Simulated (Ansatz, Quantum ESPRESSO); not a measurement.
**SrTiO3 [001], cubic perovskite: uniaxial strain and lateral response**

The c axis is held at a set length while the cell relaxes sideways. How do the lateral strain and the stress follow? The strained cell has c along the load; unstrained it is a = 3.8881 Å, b = 3.8881 Å, c = 3.8881 Å, α = 90.00°, β = 90.00°, γ = 90.00°, with 5 atoms. The symmetry of the cell is held, so distortions that would lower it, which this phase may prefer, aren't tested.

Calculated with Quantum ESPRESSO 7.5, PBEsol, PseudoDojo 0.4.1 norm-conserving potentials, cutoff 1170 eV, Fermi–Dirac smearing 0.02 eV, k-mesh 7×7×7, no spin polarisation, no spin-orbit coupling.

Relaxed positions at 0 %:

```csv
atom,x,y,z
Sr,0.0000,0.0000,0.0000
Ti,0.5000,0.5000,0.5000
O,0.5000,0.5000,0.0000
O,0.5000,0.0000,0.5000
O,0.0000,0.5000,0.5000
```

| ε_c (%) | a (Å) | c (Å) | ε_a (%) | σ (GPa, tension positive) |
| --- | --- | --- | --- | --- |
| −3 | 3.9161 | 3.7715 | 0.720 | −10.63 |
| −2 | 3.9065 | 3.8104 | 0.472 | −6.73 |
| −1 | 3.8973 | 3.8492 | 0.236 | −3.19 |
| 0 | 3.8881 | 3.8881 | 0.000 | 0.00 |
| 1 | 3.8794 | 3.9270 | −0.224 | 2.90 |
| 3 | 3.8630 | 4.0047 | −0.646 | 7.88 |

**Question.** Fit both responses and give the free strain and the stress at +2 %, a row left out above.

Least squares with y = y0 + y1 ε + y2 ε² (ε in %) gives ε_a = 0.001 + (−0.2278) ε + (0.0040) ε² and σ = 0.01 + (3.078) ε + (−0.153) ε² GPa. The linear terms put the ratio of free to applied strain at −0.228 and the Young modulus at 308 GPa.

At +2 % the free strain comes out as −0.439 %. The run itself gives −0.439 %, so the estimate misses by 0.000 %, a rounding's worth.

The stress comes out as 5.55 GPa. The run itself gives 5.51 GPa, so the estimate misses by 0.04 GPa; the fitted rows themselves lie up to 0.04 GPa off the law.

Along a cube axis ν = C12/(C11 + C12) and Y = (C11 − C12)(C11 + 2C12)/(C11 + C12), so C11 = Y(1 − ν)/[(1 + ν)(1 − 2ν)] = 356 GPa and C12 = 105 GPa. Measured: 322 and 104 GPa (arxiv:2303.03473).

The negative ε² term means that the crystal stiffens in compression and softens in tension.

The same fit over all rows at other levels or in other programs gives the strain ratio = −0.229 with PBEsol (Ansatz) and −0.228 with PBEsol (Quantum ESPRESSO, GBRV).

[Logs are printed without paths, hosts, clocks, repeated set-up lines and the standing remarks that a program may print on its own settings, such as how far it seeks lower states.]
